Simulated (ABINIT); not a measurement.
# MgS (F-43m): G0W0 in ABINIT against the k mesh

Aim: move the k mesh of a G0W0 run on MgS (F-43m) over a wide range.

Calculated with ABINIT 10.8.3; LDA and many-body steps on it, plane waves.

### Step 1. Starting point

Symmetry: F-43m, No. 216, cubic system. The conventional cell has a = 5.666 Å, b = 5.666 Å, c = 5.666 Å, α = 90.00°, β = 90.00°, γ = 90.00°. Nearest to Mg lie 4 S at 2.45 Å. S has 4 Mg at 2.45 Å nearest. Farther neighbours and most contacts between anions are not listed.

The cell and positions are those that the Materials Project relaxed with its own functionals (PBE, PBE+U or r2SCAN), kept fixed. This is not the form that MgS usually takes at ambient conditions.

### Step 2. Empty states on the mesh, 4×4×4 mesh, 89 bands

This step: ABINIT 10.8.3; DFT, LDA, plane waves, norm-conserving pseudopotentials.

The sums over transitions need many empty states on a uniform mesh; this step solves for them.

run.abi reads:

```
acell 3*1.0 Angstrom
rprim 
  -0.000000000000 2.833120046800 2.833120046800
  2.833120046800 -0.000000000000 2.833120046800
  2.833120046800 2.833120046800 -0.000000000000
ntypat 2
znucl 12 16
natom 2
typat 1 2
xred 
  0.000000000000 0.000000000000 0.000000000000
  0.750000000000 0.750000000000 0.750000000000
pp_dirpath "pseudos"
pseudos "Mg.upf, S.upf"
ecut 38
ngkpt 4 4 4
nshiftk 1
shiftk 0 0 0
kptopt 1
chksymbreak 0
iscf -2
irdden 1
istwfk *1
nband 89
nbdbuf 8
tolwfr 1e-09
nstep 60
prtvol 0
indata_prefix "in"
outdata_prefix "out"
tmpdata_prefix "tmp"
```

Run with:

```console
OMP_NUM_THREADS=1 mpirun -n 4 abinit run.abi > log
```

Numbers of over 12 decimals in the logs are rounded to 6 here.

Log:

```text
.Version 10.8.3 of ABINIT. v10.8.2 released Aug 2026.

 Symmetries : space group F-4 3 m (#216); Bravais cF (face-center cubic)
[... echo of the input left out ...]
== DATASET  1 ==================================================================
-   mpi_nproc: 4, omp_nthreads: 1 (-1 if OMP is not activated)

--- !DatasetInfo
iteration_state: {dtset: 1, }
dimensions: {natom: 2, nkpt: 8, mband: 89, nsppol: 1, nspinor: 1, nspden: 1, mpw: 3479, }
cutoff_energies: {ecut:  38.0, pawecutdg:  -1.0, }
[...]
2.59960    2.64356    2.68157    2.68157    2.68157    2.81708    2.81708    2.81708
   2.94385    2.94385    2.94385    2.99406    2.99406    3.01621    3.01621    3.01621
   3.09984
 prteigrs : prtvol=0 or 1, do not print more k-points.

== END DATASET(S) ==============================================================
================================================================================

 -outvars: echo values of variables after computation  --------
            nband          89
             nkpt           8
          spgroup         216
 [... the other variables as echoed above ...]

 Calculation completed.
```

It took 13 s on 4 MPI ranks of Arm Neoverse V2, shared host; peak memory 0.32 GiB; 52 s of CPU time.

This step gave:

```
gap                                                           : 3.165 eV
k of the valence top                                          : 0, 0, 0
k of the conduction bottom                                    : 0, 0, 0
least direct gap                                              : 3.165 eV
k points computed                                             : 8
lowest point of the top converged band, above the valence top : 71.2669 eV
```

On this mesh the gap is 3.165 eV.

The density comes from a self-consistent run that is not shown.

### Step 3. Empty states on the mesh, 2×2×2 mesh, 30 bands

Changes to run.abi since step 2:

```diff
@@ -15,3 +15,3 @@
 ecut 38
-ngkpt 4 4 4
+ngkpt 2 2 2
 nshiftk 1
@@ -23,4 +23,4 @@
 istwfk *1
-nband 89
-nbdbuf 8
+nband 30
+nbdbuf 4
 tolwfr 1e-09
```

Log:

```text
.Version 10.8.3 of ABINIT. v10.8.2 released Aug 2026.

 Symmetries : space group F-4 3 m (#216); Bravais cF (face-center cubic)
[... echo of the input left out ...]
== DATASET  1 ==================================================================
-   mpi_nproc: 4, omp_nthreads: 1 (-1 if OMP is not activated)
-    --> not optimal distribution: autoparal keyword recommended in input file <--

--- !DatasetInfo
iteration_state: {dtset: 1, }
dimensions: {natom: 2, nkpt: 3, mband: 30, nsppol: 1, nspinor: 1, nspden: 1, mpw: 3479, }
cutoff_energies: {ecut:  38.0, pawecutdg:  -1.0, }
[...]
0.16427    0.33226    0.33226    0.33226    0.44110    0.44110    0.53836    0.55032
   0.55032    0.55032    0.67554    0.92691    0.92691    0.92691    0.97936    0.97936
   0.97936    0.98531    0.98531    1.18207    1.18207    1.18207
 prteigrs : prtvol=0 or 1, do not print more k-points.

== END DATASET(S) ==============================================================
================================================================================

 -outvars: echo values of variables after computation  --------
            nband          30
             nkpt           3
          spgroup         216
 [... the other variables as echoed above ...]

 Calculation completed.
```

Wall time 3 s (4 MPI ranks); peak memory 0.08 GiB; 11 s of CPU time.

Numbers from this step:

| Quantity | Value |
| --- | --- |
| gap | 3.165 eV |
| k of the valence top | 0, 0, 0 |
| k of the conduction bottom | 0, 0, 0 |
| least direct gap | 3.165 eV |
| k points computed | 3 |
| lowest point of the top converged band, above the valence top | 24.34 eV |

On this mesh the gap is 3.165 eV.

### Step 4. Empty states on the mesh, 6×6×6 mesh, 30 bands

Changes to run.abi since step 3:

```diff
@@ -15,3 +15,3 @@
 ecut 38
-ngkpt 2 2 2
+ngkpt 6 6 6
 nshiftk 1
```

Log:

```text
.Version 10.8.3 of ABINIT. v10.8.2 released Aug 2026.

 Symmetries : space group F-4 3 m (#216); Bravais cF (face-center cubic)
[... echo of the input left out ...]
== DATASET  1 ==================================================================
-   mpi_nproc: 4, omp_nthreads: 1 (-1 if OMP is not activated)

--- !DatasetInfo
iteration_state: {dtset: 1, }
dimensions: {natom: 2, nkpt: 16, mband: 30, nsppol: 1, nspinor: 1, nspden: 1, mpw: 3479, }
cutoff_energies: {ecut:  38.0, pawecutdg:  -1.0, }
[...]
0.16427    0.33226    0.33226    0.33226    0.44110    0.44110    0.53836    0.55032
   0.55032    0.55032    0.67554    0.92691    0.92691    0.92691    0.97936    0.97936
   0.97936    0.98531    0.98531    1.18207    1.18207    1.18207
 prteigrs : prtvol=0 or 1, do not print more k-points.

== END DATASET(S) ==============================================================
================================================================================

 -outvars: echo values of variables after computation  --------
            nband          30
             nkpt          16
          spgroup         216
 [... the other variables as echoed above ...]

 Calculation completed.
```

It took 7.2 s on 4 MPI ranks; peak memory 0.29 GiB; 28 s of CPU time.

This step gave:

- gap: 3.165 eV
- k of the valence top: 0, 0, 0
- k of the conduction bottom: 0, 0, 0
- least direct gap: 3.165 eV
- k points computed: 16
- lowest point of the top converged band, above the valence top: 24.34 eV

On this mesh the gap is 3.165 eV.

### Step 5. Screening, 2×2×2 mesh, 26 bands, screening to 106.1 eV

The RPA dielectric matrix is built and inverted for each q.

This step: RPA screening on LDA, plane waves, norm-conserving pseudopotentials.

Changes to run.abi since step 4:

```diff
@@ -15,3 +15,3 @@
 ecut 38
-ngkpt 6 6 6
+ngkpt 2 2 2
 nshiftk 1
@@ -20,10 +20,11 @@
 chksymbreak 0
-iscf -2
-irdden 1
 istwfk *1
-nband 30
-nbdbuf 4
-tolwfr 1e-09
-nstep 60
-prtvol 0
+occopt 1
+irdwfk 1
+optdriver 3
+nband 26
+ecuteps 3.9
+inclvkb 2
+awtr 1
+symchi 1
 indata_prefix "in"
```

Log:

```text
.Version 10.8.3 of ABINIT. v10.8.2 released Aug 2026.

 Symmetries : space group F-4 3 m (#216); Bravais cF (face-center cubic)
[... echo of the input left out ...]
== DATASET  1 ==================================================================
-   mpi_nproc: 4, omp_nthreads: 1 (-1 if OMP is not activated)

--- !DatasetInfo
iteration_state: {dtset: 1, }
dimensions: {natom: 2, nkpt: 3, mband: 26, nsppol: 1, nspinor: 1, nspden: 1, mpw: 3479, }
cutoff_energies: {ecut:  38.0, pawecutdg:  -1.0, }
electrons: {nelect:   1.60000000E+01, charge:   0.00000000E+00, occopt:   1.00000000E+00, tsmear:   1.00000000E-02, }

 SCREENING: Calculation of the susceptibility and dielectric matrices

 Based on a program developped by R.W. Godby, V. Olevano, G. Onida, and L. Reining.
 Incorporated in ABINIT by V. Olevano, G.-M. Rignanese, and M. Torrent.
.Using double precision arithmetic ; gwpc =  8

[... cell and pseudopotentials left out ...]
--------------------------------------------------------------------------------

 ==== K-mesh for the wavefunctions ====
 Number of points in the irreducible wedge :     3
[... list of points left out ...]
 Together with 24 symmetry operations and time-reversal symmetry
 yields     8 points in the full Brillouin Zone.

 ==== Q-mesh for the screening function ====
 Number of points in the irreducible wedge :     3
[... list of points left out ...]
 Together with 24 symmetry operations and time-reversal symmetry
 yields     8 points in the full Brillouin Zone.

 setmesh: FFT mesh size selected  =    27x   27x   27
          total number of points  =        19683

 vcoul_init : cutoff-mode = AUXILIARY_FUNCTION
 q-points for optical limit:   1
     1)      0.000010    0.000020    0.000030

- screening: taking advantage of time-reversal symmetry
- Maximum band index for partially occupied states nbvw = 8
- Remaining bands to be divided among processors   nbcw = 18
- Number of bands treated by each node ~4

 Number of electrons calculated from density =   16.0000; Expected =   16.0000
 average of density, n =  0.052131
 r_s =    1.6606
 omega_plasma =   22.0244 [eV]

 calculating chi0 at frequencies [eV] :
  1    0.000000E+00    0.000000E+00
  2    0.000000E+00    2.202444E+01

--------------------------------------------------------------------------------
  q-point number  1        q = ( 0.000000, 0.000000, 0.000000) [r.l.u.]
--------------------------------------------------------------------------------
[... chi0 elements left out ...]
 For q-point:  0.000010 0.000020 0.000030
  dielectric constant =   8.2258
  dielectric constant without local fields =   9.4874

  Average fulfillment of the sum rule on Im[epsilon] for q-point    1 :     25.92  [%]
[... wings left out ...]
  q-point number  2        q = ( 0.500000, 0.000000, 0.000000) [r.l.u.]
--------------------------------------------------------------------------------
[... chi0 elements left out ...]
  Average fulfillment of the sum rule on Im[epsilon] for q-point    2 :     36.28  [%]

 [... 1 further q-points ...]
```

Wall time 1.8 s (4 MPI ranks); peak memory 0.1 GiB.

Numbers from this step:

```
ε∞ with local fields, on this mesh, along the program's q direction : 8.226
the same without local fields                                       : 9.487
plasma frequency                                                    : 22.02 eV
plane waves in the screening matrix                                 : 113
```

Local fields lower ε∞ by 13 %. On a Γ-centred mesh this coarse the value itself is usually too large, while a short band sum pulls it down.

### Step 6. 2×2×2

This step: G0W0 on LDA, plane waves, norm-conserving pseudopotentials.

Changes to run.abi since step 5:

```diff
@@ -23,8 +23,15 @@
 irdwfk 1
-optdriver 3
+optdriver 4
 nband 26
+gwcalctyp 0
+ecutsigx 38
+symsigma 1
+nkptgw 1
+kptgw 
+  0.0000000000 0.0000000000 0.0000000000
+bdgw 
+  6 12
 ecuteps 3.9
-inclvkb 2
-awtr 1
-symchi 1
+irdscr 1
+ppmodel 1
 indata_prefix "in"
```

Log:

```text
.Version 10.8.3 of ABINIT. v10.8.2 released Aug 2026.

 Symmetries : space group F-4 3 m (#216); Bravais cF (face-center cubic)
[... echo of the input left out ...]
== DATASET  1 ==================================================================
-   mpi_nproc: 4, omp_nthreads: 1 (-1 if OMP is not activated)

--- !DatasetInfo
iteration_state: {dtset: 1, }
dimensions: {natom: 2, nkpt: 3, mband: 26, nsppol: 1, nspinor: 1, nspden: 1, mpw: 3479, }
cutoff_energies: {ecut:  38.0, pawecutdg:  -1.0, }
electrons: {nelect:   1.60000000E+01, charge:   0.00000000E+00, occopt:   1.00000000E+00, tsmear:   1.00000000E-02, }

 SIGMA: Calculation of the GW corrections

 Based on a program developped by R.W. Godby, V. Olevano, G. Onida, and L. Reining.
 Incorporated in ABINIT by V. Olevano, G.-M. Rignanese, and M. Torrent.
.Using double precision arithmetic ; gwpc =  8

[... cell and pseudopotentials left out ...]
--------------------------------------------------------------------------------

 ==== K-mesh for the wavefunctions ====
 Number of points in the irreducible wedge :     3
[... list of points left out ...]
 Together with 24 symmetry operations and time-reversal symmetry
 yields     8 points in the full Brillouin Zone.

 ==== Q-mesh for screening function ====
 Number of points in the irreducible wedge :     3
[... list of points left out ...]
 Together with 24 symmetry operations and time-reversal symmetry
 yields     8 points in the full Brillouin Zone.

 vcoul_init : cutoff-mode = AUXILIARY_FUNCTION
 q-points for optical limit:   1
     1)      0.000010    0.000020    0.000030
 setmesh: FFT mesh size selected  =    45x   45x   45
          total number of points  =        91125

 Number of electrons calculated from density =   16.0000; Expected =   16.0000
 average of density, n =  0.052131
 r_s =    1.6606
 omega_plasma =   22.0244 [eV]

 === KS Band Gaps ===
  >>>> For spin  1
   Minimum direct gap =   3.1654 [eV], located at k-point      :   0.0000  0.0000  0.0000
   Fundamental gap    =   3.1654 [eV], Top of valence bands at :   0.0000  0.0000  0.0000
                                       Bottom of conduction at :   0.0000  0.0000  0.0000
 SIGMA fundamental parameters:
 PLASMON POLE MODEL  1
 number of plane-waves for SigmaX                 3479
 number of plane-waves for SigmaC and W            113
 number of plane-waves for wavefunctions          3479
 number of bands                                    26
 number of independent spin polarizations            1
 number of spinorial components                      1
 number of k-points in IBZ                           3
 number of q-points in IBZ                           3
 number of symmetry operations                      24
 number of k-points in BZ                            8
 number of q-points in BZ                            8
 number of frequencies for dSigma/dE                 9
 frequency step for dSigma/dE [eV]                0.25
 number of omega for Sigma on real axis              0
 max omega for Sigma on real axis  [eV]           0.00
 zcut for avoiding poles [eV]                     0.10

 EPSILON^-1 parameters (SCR file):
 dimension of the eps^-1 matrix on file            113
 dimension of the eps^-1 matrix used               113
 number of plane-waves for wavefunctions          3479
 number of bands                                    26
 number of q-points in IBZ                           3
 number of frequencies                               2
 number of real frequencies                          1
 number of imag frequencies                          1

 matrix elements of self-energy operator (all in [eV])

 Perturbative Calculation

--- !SelfEnergy_ee
iteration_state: {dtset: 1, }
kpoint     : [   0.000,    0.000,    0.000, ]
spin       : 1
KS_gap     :    3.165
QP_gap     :    4.750
Delta_QP_KS:    1.584
data: !SigmaeeData |
     Band     E0 <VxcDFT>   SigX SigC(E0)      Z dSigC/dE  Sig(E)    E-E0       E
        6   1.305 -12.948 -16.142   2.823   0.791  -0.264 -13.242  -0.294   1.011
        7   1.305 -12.948 -16.142   2.823   0.791  -0.264 -13.242  -0.294   1.011
        8   1.305 -12.948 -16.142   2.823   0.791  -0.264 -13.242  -0.294   1.011
        9   4.470  -9.233  -4.334  -3.325   0.819  -0.220  -7.942   1.291   5.761
       10   9.041 -10.105  -4.574  -3.301   0.821  -0.219  -8.275   1.829  10.871
       11   9.041 -10.105  -4.574  -3.301   0.821  -0.219  -8.275   1.829  10.871
       12   9.041 -10.105  -4.574  -3.301   0.821  -0.219  -8.275   1.829  10.871

== END DATASET(S) ==============================================================
================================================================================

 -outvars: echo values of variables after computation  --------
           etotal      0.0000000000E+00
            nband          26
             nkpt           3
          spgroup         216
 [... the other variables as echoed above ...]

 Calculation completed.
```

Run time: 1.9 s. Hardware: 4 MPI ranks; peak memory 0.12 GiB.

This step gave:

```
G0W0 gap on the points computed              : 4.75 eV
starting gap on the mesh                     : 3.165 eV
k of the valence top                         : 0, 0, 0
k of the conduction bottom                   : 0, 0, 0
Z at the valence top                         : 0.791
Z at the conduction bottom                   : 0.819
least direct G0W0 gap on the computed points : 4.75 eV
```

### Step 7. Screening, 4×4×4 mesh, 26 bands, screening to 106.1 eV

This step: RPA screening on LDA, plane waves, norm-conserving pseudopotentials.

Changes to run.abi since step 6:

```diff
@@ -15,3 +15,3 @@
 ecut 38
-ngkpt 2 2 2
+ngkpt 4 4 4
 nshiftk 1
@@ -23,15 +23,8 @@
 irdwfk 1
-optdriver 4
+optdriver 3
 nband 26
-gwcalctyp 0
-ecutsigx 38
-symsigma 1
-nkptgw 1
-kptgw 
-  0.0000000000 0.0000000000 0.0000000000
-bdgw 
-  6 12
 ecuteps 3.9
-irdscr 1
-ppmodel 1
+inclvkb 2
+awtr 1
+symchi 1
 indata_prefix "in"
```

Log:

```text
.Version 10.8.3 of ABINIT. v10.8.2 released Aug 2026.

 Symmetries : space group F-4 3 m (#216); Bravais cF (face-center cubic)
[... echo of the input left out ...]
== DATASET  1 ==================================================================
-   mpi_nproc: 4, omp_nthreads: 1 (-1 if OMP is not activated)

--- !DatasetInfo
iteration_state: {dtset: 1, }
dimensions: {natom: 2, nkpt: 8, mband: 26, nsppol: 1, nspinor: 1, nspden: 1, mpw: 3479, }
cutoff_energies: {ecut:  38.0, pawecutdg:  -1.0, }
electrons: {nelect:   1.60000000E+01, charge:   0.00000000E+00, occopt:   1.00000000E+00, tsmear:   1.00000000E-02, }

 SCREENING: Calculation of the susceptibility and dielectric matrices

 Based on a program developped by R.W. Godby, V. Olevano, G. Onida, and L. Reining.
 Incorporated in ABINIT by V. Olevano, G.-M. Rignanese, and M. Torrent.
.Using double precision arithmetic ; gwpc =  8

[... cell and pseudopotentials left out ...]
--------------------------------------------------------------------------------

 ==== K-mesh for the wavefunctions ====
 Number of points in the irreducible wedge :     8
[... list of points left out ...]
 Together with 24 symmetry operations and time-reversal symmetry
 yields    64 points in the full Brillouin Zone.

 ==== Q-mesh for the screening function ====
 Number of points in the irreducible wedge :     8
[... list of points left out ...]
 Together with 24 symmetry operations and time-reversal symmetry
 yields    64 points in the full Brillouin Zone.

 setmesh: FFT mesh size selected  =    27x   27x   27
          total number of points  =        19683

 vcoul_init : cutoff-mode = AUXILIARY_FUNCTION
 q-points for optical limit:   1
     1)      0.000010    0.000020    0.000030

- screening: taking advantage of time-reversal symmetry
- Maximum band index for partially occupied states nbvw = 8
- Remaining bands to be divided among processors   nbcw = 18
- Number of bands treated by each node ~4

 Number of electrons calculated from density =   16.0000; Expected =   16.0000
 average of density, n =  0.052131
 r_s =    1.6606
 omega_plasma =   22.0244 [eV]

 calculating chi0 at frequencies [eV] :
  1    0.000000E+00    0.000000E+00
  2    0.000000E+00    2.202444E+01

--------------------------------------------------------------------------------
  q-point number  1        q = ( 0.000000, 0.000000, 0.000000) [r.l.u.]
--------------------------------------------------------------------------------
[... chi0 elements left out ...]
 For q-point:  0.000010 0.000020 0.000030
  dielectric constant =   4.3850
  dielectric constant without local fields =   5.1683

  Average fulfillment of the sum rule on Im[epsilon] for q-point    1 :     27.18  [%]
[... wings left out ...]
  q-point number  2        q = ( 0.250000, 0.000000, 0.000000) [r.l.u.]
--------------------------------------------------------------------------------
[... chi0 elements left out ...]
  Average fulfillment of the sum rule on Im[epsilon] for q-point    2 :     43.24  [%]

 [... 6 further q-points ...]
```

Elapsed: 3.6 s, on 4 MPI ranks; peak memory 0.46 GiB.

This step gave:

```
ε∞ with local fields, on this mesh, along the program's q direction : 4.385
the same without local fields                                       : 5.168
plasma frequency                                                    : 22.02 eV
plane waves in the screening matrix                                 : 113
```

[end of part 1 of 2]

[Paths, hosts, dates, memory and timing lines, banners, echoed tables and standing remarks are left out of the program output.]

[Logs are printed without paths, hosts, clocks, repeated set-up lines and the standing remarks that a program may print on its own settings, such as how far it seeks lower states.]

[Runs of the session that timed out or met a known fault of the program may be left out.]

[Hosts, paths, dates, database ids (printed as entryN), source tags and the programs' standing remarks are cut or masked in the printed files.]

[G0W0 gaps are taken among the corrected bands and points alone; a level outside them can change the order at an edge.]

[Where Ansatz stands beside ABINIT at settings called matched, ABINIT's density can come from a denser mesh and the files from another edition; pairs whose starting gaps differed by over 0.03 eV were left out, so agreement reads better than it is.]
